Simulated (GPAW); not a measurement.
# MnO2 (Pyrolusite): two couplings from three orders, and a test

Can a spin model with two couplings foretell the energy of a further order of MnO2 (Pyrolusite)?

Main program and level: GPAW 26.7.0; PBE with U = 4 eV on Mn d; plane waves with GPAW's PAW setups, scalar-relativistic.

The experiments to compare with:

“Local electronic structure of dilute hydrogen in beta-MnO2” (2024, arxiv:2401.02109) quotes from earlier work for MnO2, rutile (bulk crystal): moment (ordered Mn moment in helical phase) 2.34 μB [Earlier experimental value quoted in discussion; measurement temperature and sample not …].

### 1. The starting structure

It takes space group P4_2/mnm (No. 136, tetragonal). The conventional cell has a = 4.398 Å, b = 4.398 Å, c = 2.873 Å, α = 90.00°, β = 90.00°, γ = 90.00°. Mn has 6 O at 1.88 to 1.90 Å nearest. Nearest to O lie 3 Mn at 1.88 to 1.90 Å. Farther neighbours and most contacts between anions are not listed.

Structure file:

```cif
data_structure
_symmetry_space_group_name_H-M 'P 1'
_symmetry_Int_Tables_number 1
_cell_length_a 4.3983
_cell_length_b 4.3983
_cell_length_c 2.8730
_cell_angle_alpha 90.000
_cell_angle_beta 90.000
_cell_angle_gamma 90.000
_cell_volume 55.58
loop_
_atom_site_label
_atom_site_type_symbol
_atom_site_fract_x
_atom_site_fract_y
_atom_site_fract_z
_atom_site_occupancy
Mn1 Mn 0.00000 0.00000 0.00000 1
Mn2 Mn 0.50000 0.50000 0.50000 1
O3 O 0.30515 0.30515 0.00000 1
O4 O 0.19485 0.80515 0.50000 1
O5 O 0.69485 0.69485 0.00000 1
O6 O 0.80515 0.19485 0.50000 1
```

### 2. The parallel order

All energies count from this run. A Hubbard term is added for the open shell, at a value in common use.

The input, order1.py:

```python
import json
import numpy as np
from ase import Atoms
from ase.parallel import paropen, parprint
from gpaw import GPAW

atoms = Atoms(['Mn', 'Mn', 'O', 'O', 'O', 'O'],
    cell=[[4.3983, 0.0, 0.0],
         [0.0, 4.3983, 0.0],
         [0.0, 0.0, 2.873]],
    scaled_positions=[[0.0, 0.0, 0.0],
         [0.5, 0.5, 0.5],
         [0.30515, 0.30515, 0.0],
         [0.19485, 0.80515, 0.5],
         [0.69485, 0.69485, 0.0],
         [0.80515, 0.19485, 0.5]],
    pbc=True,
    magmoms=[4.5, 4.5, 0.0, 0.0, 0.0, 0.0])
atoms.calc = GPAW(mode={'name': 'pw', 'ecut': 700},
    xc='PBE',
    kpts={'size': (8, 8, 8), 'gamma': True},
    occupations={'name': 'fermi-dirac', 'width': 0.05},
    convergence={'density': 1e-05, 'energy': 1e-05},
    maxiter=200,
    setups={'Mn': ':d,4.0'},
    symmetry={'tolerance': 1e-4},
    txt='order1.txt')
e = atoms.get_potential_energy(force_consistent=True)
res = {'free_energy': e, 'energy_sigma0': atoms.get_potential_energy(), 'fermi_energy': atoms.calc.get_fermi_level()}
res['moments'] = atoms.get_magnetic_moments().tolist()
res['total'] = atoms.get_magnetic_moment()
parprint('site moments (muB):', np.round(res['moments'], 3))
parprint(f"total moment: {res['total']:.3f} muB")
parprint(f'free energy: {e:.6f} eV')
atoms.calc.write('order1.gpw')
with paropen('results.json', 'w') as f:
    json.dump(res, f)
```

Launch:

```
$ OMP_NUM_THREADS=1 mpirun -n 4 gpaw python order1.py > order1.log
```

Output:

```text
site moments (muB): [ 3.031  3.031 -0.031 -0.031 -0.031 -0.031]
total moment: 6.009 muB
free energy: -45.284986 eV

--- order1.txt ---
Input parameters:
  mode=PW(ecut=700),
  convergence={'density': 1e-05, 'energy': 1e-05},
  kpts=MonkhorstPack(size=(8, 8, 8), gamma=True),
  maxiter=200,
  occupations=Occupations(name='fermi-dirac', width=0.05),
  setups={'Mn': ':d,4.0'},
  symmetry=Symmetry(tolerance=0.0001),
[...]
|         22 |         2.449 |     1.000 |         5.414 |     1.000 |
[...]
|         32 |         9.043 |     0.000 |        11.150 |     0.000 |
|         33 |         9.598 |     0.000 |        12.308 |     0.000 |
|         34 |        14.064 |     0.000 |        14.496 |     0.000 |
|        ... |               |           |               |           |
|         41 |        24.999 |     0.000 |        25.854 |     0.000 |

No gap
No difference between direct/indirect transitions

[key lines of the parts left out:]
Free energy:     -45.284986
Converged in 16 steps
dipole moment: (-10.247299, -10.247299, -22.803299)  # |e|*Ang
Fermi level: 6.089
```

The job ended after 2.1 min (4 MPI ranks of Arm Neoverse V2, shared host; peak memory 1.1 GiB).

Spin moment in the augmentation sphere by atom:

| atom | spin moment in the augmentation sphere (μB) |
| --- | --- |
| Mn1 | 3.03 |
| Mn2 | 3.03 |
| O3 | -0.03 |
| O4 | -0.03 |
| O5 | -0.03 |
| O6 | -0.03 |

Read from the output:

```yaml
magnetization: 6.009 μB
final_state: ferromagnetic
```

After 16 cycles the largest moment stands at 3.03 μB.

### 3. The orders used for the fit

The other orders were run with the same settings, on meshes that hold the same points. Free energies (smearing 0.05 eV, its entropy term included) are divided by the number of Mn atoms; q is in fractions of the reciprocal vectors of the first run's cell.

| order | atoms | mesh | free energy (eV) | eV per Mn | largest moment (μB) |
| --- | --- | --- | --- | --- | --- |
| F ++ | 6 | 8×8×8 | -45.2850 | -22.6425 | 3.03 |
| AF +- | 6 | 8×8×8 | -45.3313 | -22.6657 | 2.95 |
| AF q=(0,0,1/2) +-+- | 12 | 8×8×4 | -90.6256 | -22.6564 | 2.94 |

### 4. Counting neighbours

With E = −Σ J e_i·e_j over ordered pairs of unit vectors, turning a neighbour from parallel to opposed costs 2J a Mn atom. So an order lies 2 Σ n J over the parallel one, n being the opposed neighbours in each shell.

| shell | distance (Å) | neighbours | opposed in AF +- | opposed in AF q=(0,1/2,0) +-+- | opposed in AF q=(0,0,1/2) +-+- |
| --- | --- | --- | --- | --- | --- |
| J1 | 2.87 | 2 | 0 | 0 | 2 |
| J2 | 3.43 | 8 | 8 | 4 | 4 |
| J3 | 4.40 | 4 | 0 | 2 | 0 |

Only J1 and J2 are kept.

### 5. Solving

```
2 × 8 × J2 = -23.16 meV    (AF +-)
2 × 2 × J1 + 2 × 4 × J2 = -13.91 meV    (AF q=(0,0,1/2) +-+-)
J1 = -0.58 meV
J2 = -1.45 meV
```

### 6. The test

The couplings now give the orders that were left out:

```
2 × 4 × (-1.45) = -11.60 meV    (AF q=(0,1/2,0) +-+-)
```

The runs themselves:

| order | atoms | mesh | free energy (eV) | eV per Mn | largest moment (μB) | over the parallel order (meV) | foretold (meV) |
| --- | --- | --- | --- | --- | --- | --- | --- |
| AF q=(0,1/2,0) +-+- | 12 | 8×4×8 | -90.6367 | -22.6592 | 2.99 | -16.68 | -11.60 |

### 7. Summary of results

```yaml
j1_mn_mn_at_2p87_a: -0.58 meV
j2_mn_mn_at_3p43_a: -1.45 meV
largest_miss_on_the_orders_left_out: 5.1 meV
```

In words: The model misses the order left out by 5.1 meV, 22 % of the span of the orders, so it holds only roughly. The first dropped shell that the test feels is J3 at 4.40 Å. The site moments spread by 3.0 % over the orders. The couplings are effective ones: further shells with opposed neighbours are folded into them or show in the miss. No mean-field temperature is given: it needs a model that holds, an unfrustrated order and couplings in all three dimensions. Computed site moments are spin alone, inside the augmentation sphere; measured ones also hold the orbital part and what lies outside the sphere, and fluctuations can lower them.

Computed beside measured:

| quantity | measured | PBE with U = 4 eV on Mn d |
| --- | --- | --- |
| moment (Mn) (μB) | 2.34 | 2.95 (+26.0 %) |

Measured values from arxiv:2401.02109 (2024).

How well it matches: The moment is off by +26.0 %. No cell relaxation is part of this session.

[Logs and program files are shortened in this print: banners, set-up blocks, solver, clock and traceback lines can be left out without a mark of their own.]

[Logs are printed without paths, hosts, clocks, repeated set-up lines and the standing remarks that a program may print on its own settings, such as how far it seeks lower states.]

[Hosts, paths, dates, database ids (printed as entryN), source tags and the programs' standing remarks are cut or masked in the printed files.]

[Where a cell is said to come from a database of computed structures, the database is the Materials Project.]
